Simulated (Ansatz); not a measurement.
BaIBr (Pnma), computed twice by G0W0.

```yaml
crystal:
  lattice:
    - [8.81446, 0.00000, 0.00000]
    - [0.00000, 5.12429, 0.00000]
    - [0.00000, 0.00000, 10.19168]
  atoms:
    - { symbol: Ba, position: [0.72882, 0.25000, 0.37514] }
    - { symbol: Ba, position: [0.27118, 0.75000, 0.62486] }
    - { symbol: Ba, position: [0.77118, 0.75000, 0.87514] }
    - { symbol: Ba, position: [0.22882, 0.25000, 0.12486] }
    - { symbol: I, position: [0.47161, 0.25000, 0.83178] }
    - { symbol: I, position: [0.52839, 0.75000, 0.16822] }
    - { symbol: I, position: [0.02839, 0.75000, 0.33178] }
    - { symbol: I, position: [0.97161, 0.25000, 0.66822] }
    - { symbol: Br, position: [0.85647, 0.25000, 0.06669] }
    - { symbol: Br, position: [0.14353, 0.75000, 0.93331] }
    - { symbol: Br, position: [0.64353, 0.75000, 0.56669] }
    - { symbol: Br, position: [0.35647, 0.25000, 0.43331] }
```

The cell and positions are those that the Materials Project relaxed with its own functionals (PBE, PBE+U or r2SCAN), kept fixed. Spin-orbit coupling is left out unless a run names it. PAW set soft_2, made with PBE.

The first (Ansatz 0.2.0; start PBEsol, 2×4×2 mesh, 1045 empty bands, screening to 100 eV; 1 × NVIDIA H100 80GB HBM3 (shared by 6 runs) with 3 threads of AMD EPYC 7R13 (Zen 3), shared host) gave, on its mesh: starting gap 3.43 eV, G0W0 gap 5.14 eV, RPA ε∞ (mean) 3.83, 95 s.

The second gave: starting gap 3.43 eV, G0W0 gap 4.89 eV, RPA ε∞ (mean) 3.88, 34 s.

What was changed in the input? Choose among start, files, mesh, bands and cutoff, frequency model or another key.

Changed: empty bands from 1045 to 171 and screening cutoff (eV) from 100.0 to 30. The starting gap stayed, which rules out the functional and points to the GW step. Other changes could give like numbers; this is the one that was made.

Limits: not at the basis limit; no spin-orbit coupling.

[Paths, hosts, dates, memory and timing lines, banners, echoed tables and standing remarks are left out of the program output.]

[Logs are printed without paths, hosts, clocks, repeated set-up lines and the standing remarks that a program may print on its own settings, such as how far it seeks lower states.]

[Runs of the session that timed out or met a known fault of the program may be left out.]

[Cells called generated may have been cut or substituted from an entry of the Crystallography Open Database or the Materials Project.]

[Hosts, paths, dates, database ids (printed as entryN), source tags and the programs' standing remarks are cut or masked in the printed files.]
